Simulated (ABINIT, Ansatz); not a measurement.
# Er (P6_3/mmc): phonons by linear response

How does Er (P6_3/mmc) vibrate, and is this structure a minimum?

Program: ABINIT 10.8.3. Level of theory: DFT PBE, scalar-relativistic, plane waves, PseudoDojo norm-conserving, 4f in core pseudopotentials. Results are calculated unless marked as measured.

### 1. Set-up

The structure is hexagonal, space group P6_3/mmc (No. 194). The conventional cell has a = 3.559 Å, b = 3.559 Å, c = 5.587 Å, α = 90.00°, β = 90.00°, γ = 120.00°. Nearest to Er lie 12 Er at 3.47 to 3.56 Å.

Coordinates:

```
Er
1.0
     3.55880    0.00000    0.00000
    -1.77940    3.08201    0.00000
     0.00000    0.00000    5.58740
Er
2
Direct
  0.33333 0.66667 0.25000
  0.66667 0.33333 0.75000
```

### 2. A probe with smearing

A first run with smearing and empty bands tells whether the crystal has a gap, which decides between fixed occupations and smearing later on.

Input file probe.abi:

```
# ground state
tolvrs 1.0d-08
prtden 1
prtwf 1

# basis, mesh and filling
ecut 22.0
ngkpt 6 6 4
nshiftk 1
shiftk 0.0 0.0 0.0
istwfk *1
occopt 7
tsmear 0.005
nband 18
nstep 100
diemac 9.0
prtebands 0
prtgsr 0

# cell and atoms
acell 3*1.0 Angstrom
rprim 
    3.5588 0.0 0.0
    -1.7794 3.082011207 0.0
    0.0 0.0 5.5874
ntypat 1
znucl 68
natom 2
typat 1 1
xred 
    1/3 2/3 0.25
    2/3 1/3 0.75
pp_dirpath "./pseudo"
pseudos "Er.upf"
```

Launch:

```console
$ OMP_NUM_THREADS=1 mpirun -n 4 abinit probe.abi > probe.log
```

Numbers of over 12 decimals in the logs are rounded to 6 here.

probe.abo, the main output file:

```text
[banners, grids, parts of the stress and lines that vanish by symmetry left out]
- input  file    -> probe.abi
- output file    -> probe.abo
- root for input  files -> probei
[...]
Symmetries : space group P6_3/m m c (#194); Bravais hP (primitive hexag.)
[...]
mpw =        2061          nfft =       43200          nkpt =          21
[...]
== DATASET  1 ==================================================================
[...]
cutoff_energies: {ecut:  22.0, pawecutdg:  -1.0, }
[...]
ETOT  1  -90.249955116542    -9.025E+01 3.622E-02 4.940E+00
 ETOT  2  -90.285189601845    -3.523E-02 5.028E-03 1.422E-01
 ETOT  3  -90.285237593920    -4.799E-05 5.806E-04 9.440E-04
 ETOT  4  -90.285237724996    -1.311E-07 3.959E-04 9.446E-06
 ETOT  5  -90.285237727963    -2.966E-09 1.374E-04 2.551E-07
 ETOT  6  -90.285237728018    -5.498E-11 9.602E-05 1.241E-09
 At SCF step    6       vres2   =  1.24E-09 < tolvrs=  1.00E-08 =>converged.
[...]
sigma(1 1)=  2.96805831E-05  sigma(3 2)=  0.00000000E+00
  sigma(2 2)=  2.96805830E-05  sigma(3 1)=  0.00000000E+00
  sigma(3 3)=  6.27061726E-05  sigma(2 1)=  0.00000000E+00
[...]
convergence: {deltae: -5.498E-11, res2:  1.241E-09, residm:  9.602E-05, diffor: null, }
etotal    :  -9.02852377E+01
[...]
sigma(1 1)=  2.96805831E-05  sigma(3 2)=  0.00000000E+00
  sigma(2 2)=  2.96805830E-05  sigma(3 1)=  0.00000000E+00
  sigma(3 3)=  6.27061726E-05  sigma(2 1)=  0.00000000E+00
[...]
- sigma(1 1)=  8.73232903E-01  sigma(3 2)=  0.00000000E+00
- sigma(2 2)=  8.73232901E-01  sigma(3 1)=  0.00000000E+00
- sigma(3 3)=  1.84487929E+00  sigma(2 1)=  0.00000000E+00
[...]
fcart      1.8611598811E-29 -3.3410103243E-30  1.2452041299E-31
           strten      2.9680583093E-05  2.9680583037E-05  6.2706172631E-05
================================================================================

[key lines of the parts left out:]
pressure_GPa:  -1.1971E+00
```

The job ended after 10 s (4 MPI ranks of Arm Neoverse N1, shared host; 41 s of CPU time).

This step gave:

- volume per atom: 30.64 Å³
- pressure: -1.197 GPa
- gap on the k-mesh: 0 eV

No gap opens on this mesh, so smearing is kept; the printed pressure holds the stress of the finite basis too.

### 3. Relaxing the cell and atoms

The harmonic expansion needs vanishing forces, and a free crystal bears no stress, so cell and atoms are brought to rest. Stress is more sensitive to the basis than forces are: the last 3 Ha under the cutoff are smoothed with ecutsm, and the cutoff is raised above that of the later runs.

Input file relax.abi:

```
# relaxation
ionmov 2
optcell 2
dilatmx 1.08
ntime 40
tolmxf 1.0d-05
tolvrs 1.0d-14
prtwf 0
prtden 0
chksymtnons 0

# basis, mesh and filling
ecut 28.0
ecutsm 3.0
ngkpt 9 9 6
nshiftk 1
shiftk 0.0 0.0 0.0
istwfk *1
occopt 7
tsmear 0.01
nband 18
nstep 100
diemac 1000000.0
prtebands 0
prtgsr 0

# cell and atoms
acell 3*1.0 Angstrom
rprim 
    3.5588 0.0 0.0
    -1.7794 3.082011207 0.0
    0.0 0.0 5.5874
ntypat 1
znucl 68
natom 2
typat 1 1
xred 
    1/3 2/3 0.25
    2/3 1/3 0.75
pp_dirpath "./pseudo"
pseudos "Er.upf"
```

Launch:

```console
$ OMP_NUM_THREADS=1 mpirun -n 4 abinit relax.abi > relax.log
```

relax.abo, the main output file:

```text
[banners, grids, parts of the stress and lines that vanish by symmetry left out]
- input  file    -> relax.abi
- output file    -> relax.abo
- root for input  files -> relaxi
[...]
Symmetries : space group P6_3/m m c (#194); Bravais hP (primitive hexag.)
[...]
mpw =        3724          nfft =       77760          nkpt =          48
[...]
== DATASET  1 ==================================================================
[...]
cutoff_energies: {ecut:  28.0, pawecutdg:  -1.0, }
[...]
ETOT  1  -90.251299137076    -9.025E+01 4.869E-02 7.553E+00
 ETOT  2  -90.288092012093    -3.679E-02 4.727E-03 7.235E-02
 ETOT  3  -90.288106745203    -1.473E-05 1.112E-03 3.131E-03
 ETOT  4  -90.288107132157    -3.870E-07 2.209E-03 2.535E-05
 ETOT  5  -90.288107134784    -2.627E-09 1.333E-03 2.436E-07
[...]
At SCF step    9       vres2   =  5.43E-15 < tolvrs=  1.00E-14 =>converged.
[...]
sigma(1 1)= -1.93371238E-06  sigma(3 2)=  0.00000000E+00
  sigma(2 2)= -1.93371243E-06  sigma(3 1)=  0.00000000E+00
  sigma(3 3)=  1.02069655E-05  sigma(2 1)=  0.00000000E+00
[...]
convergence: {deltae:  1.279E-13, res2:  5.431E-15, residm:  4.391E-04, diffor: null, }
etotal    :  -9.02881071E+01
[...]
ETOT  1  -90.288108098113    -9.029E+01 2.192E-04 2.199E-03
[...]
At SCF step    7       vres2   =  6.83E-15 < tolvrs=  1.00E-14 =>converged.
[...]
sigma(1 1)= -1.96137456E-06  sigma(3 2)=  0.00000000E+00
  sigma(2 2)= -1.96137461E-06  sigma(3 1)=  0.00000000E+00
  sigma(3 3)=  9.40805165E-06  sigma(2 1)=  0.00000000E+00
[...]
convergence: {deltae:  2.984E-13, res2:  6.833E-15, residm:  1.654E-05, diffor: null, }
etotal    :  -9.02881085E+01
[...]
ETOT  1  -90.288056450525    -9.029E+01 6.404E-03 3.516E-01
[...]
At SCF step    9       vres2   =  1.60E-16 < tolvrs=  1.00E-14 =>converged.
[...]
sigma(1 1)= -2.05148505E-06  sigma(3 2)=  0.00000000E+00
  sigma(2 2)= -2.05148511E-06  sigma(3 1)=  0.00000000E+00
  sigma(3 3)= -8.59394356E-07  sigma(2 1)=  0.00000000E+00
[...]
convergence: {deltae: -1.279E-13, res2:  1.597E-16, residm:  4.168E-06, diffor: null, }
etotal    :  -9.02881168E+01
[...]
ETOT  1  -90.288116863873    -9.029E+01 4.244E-06 4.661E-04
[...]
At SCF step    7       vres2   =  2.66E-15 < tolvrs=  1.00E-14 =>converged.
[...]
sigma(1 1)= -1.80876761E-06  sigma(3 2)=  0.00000000E+00
  sigma(2 2)= -1.80876767E-06  sigma(3 1)=  0.00000000E+00
  sigma(3 3)= -7.53984150E-07  sigma(2 1)=  0.00000000E+00
[...]
convergence: {deltae:  5.542E-13, res2:  2.663E-15, residm:  6.024E-06, diffor: null, }
etotal    :  -9.02881169E+01
[...]
ETOT  1  -90.288113891355    -9.029E+01 5.787E-06 2.565E-02
[...]
ETOT  7  -90.288117292998    -1.592E-12 3.786E-06 1.538E-13
 ETOT  8  -90.288117292997     4.832E-13 5.351E-06 2.183E-15
 At SCF step    8       vres2   =  2.18E-15 < tolvrs=  1.00E-14 =>converged.
[...]
sigma(1 1)= -1.40837677E-09  sigma(3 2)=  0.00000000E+00
  sigma(2 2)= -1.40843319E-09  sigma(3 1)=  0.00000000E+00
  sigma(3 3)= -1.58754716E-09  sigma(2 1)=  0.00000000E+00
[...]
convergence: {deltae:  4.832E-13, res2:  2.183E-15, residm:  5.351E-06, diffor: null, }
etotal    :  -9.02881173E+01
[...]
At Broyd/MD step   5, gradients are converged :
[...]
sigma(1 1)= -1.40837677E-09  sigma(3 2)=  0.00000000E+00
  sigma(2 2)= -1.40843319E-09  sigma(3 1)=  0.00000000E+00
  sigma(3 3)= -1.58754716E-09  sigma(2 1)=  0.00000000E+00
[...]
- sigma(1 1)= -4.14358753E-05  sigma(3 2)=  0.00000000E+00
- sigma(2 2)= -4.14375351E-05  sigma(3 1)=  0.00000000E+00
- sigma(3 3)= -4.67072500E-05  sigma(2 1)=  0.00000000E+00
[...]
fcart     -1.2494012233E-30 -7.2134213261E-31 -0.0000000000E+00
           strten     -1.4083767746E-09 -1.4084331904E-09 -1.5875471606E-09
================================================================================

[key lines of the parts left out:]
pressure_GPa:   4.3194E-05
Total energy (etotal) [Ha]= -9.02881172929971E+01
```

Run time: 2.8 min. Hardware: 4 MPI ranks; 11 min of CPU time.

Step by step:

| step | energy less that of the first step (eV) | largest force (eV/Å) | volume (Å³) |
| --- | --- | --- | --- |
| 1 | 0.0000 | 0.0000 | 61.28 |
| 2 | 0.0000 | 0.0000 | 61.27 |
| 3 | -0.0003 | 0.0000 | 61.13 |
| 4 | -0.0003 | 0.0000 | 61.14 |
| 5 | -0.0003 | 0.0000 | 61.20 |

| conventional cell, symmetrised | before | after | change |
| --- | --- | --- | --- |
| a (Å) | 3.559 | 3.564 | +0.1 % |
| b (Å) | 3.559 | 3.564 | +0.1 % |
| c (Å) | 5.587 | 5.564 | -0.4 % |
| volume (Å³/atom) | 30.64 | 30.60 | -0.1 % |

The relaxed structure:

```cif
data_structure
_symmetry_space_group_name_H-M 'P 1'
_symmetry_Int_Tables_number 1
_cell_length_a 3.5639
_cell_length_b 3.5639
_cell_length_c 5.5637
_cell_angle_alpha 90.000
_cell_angle_beta 90.000
_cell_angle_gamma 120.000
_cell_volume 61.20
loop_
_atom_site_label
_atom_site_type_symbol
_atom_site_fract_x
_atom_site_fract_y
_atom_site_fract_z
_atom_site_occupancy
Er1 Er 0.33333 0.66667 0.25000 1
Er2 Er 0.66667 0.33333 0.75000 1
```

Numbers from this step:

* volume per atom: 30.60 Å³
* pressure: 4.32e-5 GPa

The volume changes by -0.1 % in this run and stands -0.1 % from the first cell.

### 4. Self-consistent run for the response

The response is built on these wavefunctions, so the potential is converged far more tightly than an energy would need. Smearing stays on, as the first look found no gap above 0.3 eV.

Input file gs.abi:

```
# ground state
tolvrs 1.0d-16
prtden 1
prtwf 1

# basis, mesh and filling
ecut 22.0
ngkpt 9 9 6
nshiftk 1
shiftk 0.0 0.0 0.0
istwfk *1
occopt 7
tsmear 0.01
nband 18
nstep 100
diemac 1000000.0
prtebands 0
prtgsr 0

# cell and atoms
acell 3*1.0 Angstrom
rprim 
    3.563923418 0.0 0.0
    -1.781961709 3.086448217 0.0
    0.0 0.0 5.563654283
ntypat 1
znucl 68
natom 2
typat 1 1
xred 
    1/3 2/3 0.25
    2/3 1/3 0.75
pp_dirpath "./pseudo"
pseudos "Er.upf"
```

Launch:

```console
$ OMP_NUM_THREADS=1 mpirun -n 4 abinit gs.abi > gs.log
```

gs.abo, the main output file:

```text
[banners, grids, parts of the stress and lines that vanish by symmetry left out]
- input  file    -> gs.abi
- output file    -> gs.abo
- root for input  files -> gsi
[...]
Symmetries : space group P6_3/m m c (#194); Bravais hP (primitive hexag.)
[...]
mpw =        2061          nfft =       43200          nkpt =          48
[...]
== DATASET  1 ==================================================================
[...]
cutoff_energies: {ecut:  22.0, pawecutdg:  -1.0, }
[...]
ETOT  1  -90.251603244432    -9.025E+01 4.806E-02 4.948E+00
 ETOT  2  -90.286432251182    -3.483E-02 4.877E-03 9.034E-02
 ETOT  3  -90.286465460554    -3.321E-05 1.015E-02 9.866E-04
 ETOT  4  -90.286465616626    -1.561E-07 4.711E-04 1.615E-05
 ETOT  5  -90.286465620684    -4.058E-09 3.571E-04 3.035E-07
[...]
ETOT  9  -90.286465620747     1.151E-12 3.280E-04 5.398E-15
 ETOT 10  -90.286465620746     7.674E-13 2.114E-04 7.988E-17
 At SCF step   10       vres2   =  7.99E-17 < tolvrs=  1.00E-16 =>converged.
[...]
sigma(1 1)=  3.87366963E-05  sigma(3 2)=  0.00000000E+00
  sigma(2 2)=  3.87366969E-05  sigma(3 1)=  0.00000000E+00
  sigma(3 3)=  3.85498076E-05  sigma(2 1)=  0.00000000E+00
[...]
convergence: {deltae:  7.674E-13, res2:  7.988E-17, residm:  2.114E-04, diffor: null, }
etotal    :  -9.02864656E+01
[...]
sigma(1 1)=  3.87366963E-05  sigma(3 2)=  0.00000000E+00
  sigma(2 2)=  3.87366969E-05  sigma(3 1)=  0.00000000E+00
  sigma(3 3)=  3.85498076E-05  sigma(2 1)=  0.00000000E+00
[...]
- sigma(1 1)=  1.13967295E+00  sigma(3 2)=  0.00000000E+00
- sigma(2 2)=  1.13967297E+00  sigma(3 1)=  0.00000000E+00
- sigma(3 3)=  1.13417450E+00  sigma(2 1)=  0.00000000E+00
[...]
fcart     -2.7986587385E-28 -2.5391243053E-28 -0.0000000000E+00
           strten      3.8736696253E-05  3.8736696871E-05  3.8549807587E-05
================================================================================

[key lines of the parts left out:]
pressure_GPa:  -1.1378E+00
```

The job ended after 26 s (4 MPI ranks).

This step gave:

- pressure: -1.138 GPa

The cell stands at -1.1 GPa: the relaxation ran with a smoothed and higher cutoff, and the difference is a stress of the finite basis.

(Part 1 of 4 ends here.)

[Host names and launcher messages were left out of these logs when they were recorded.]

[Logs are printed without paths, hosts, clocks, repeated set-up lines and the standing remarks that a program may print on its own settings, such as how far it seeks lower states.]

[Hosts, paths, dates, database ids (printed as entryN), source tags and the programs' standing remarks are cut or masked in the printed files.]
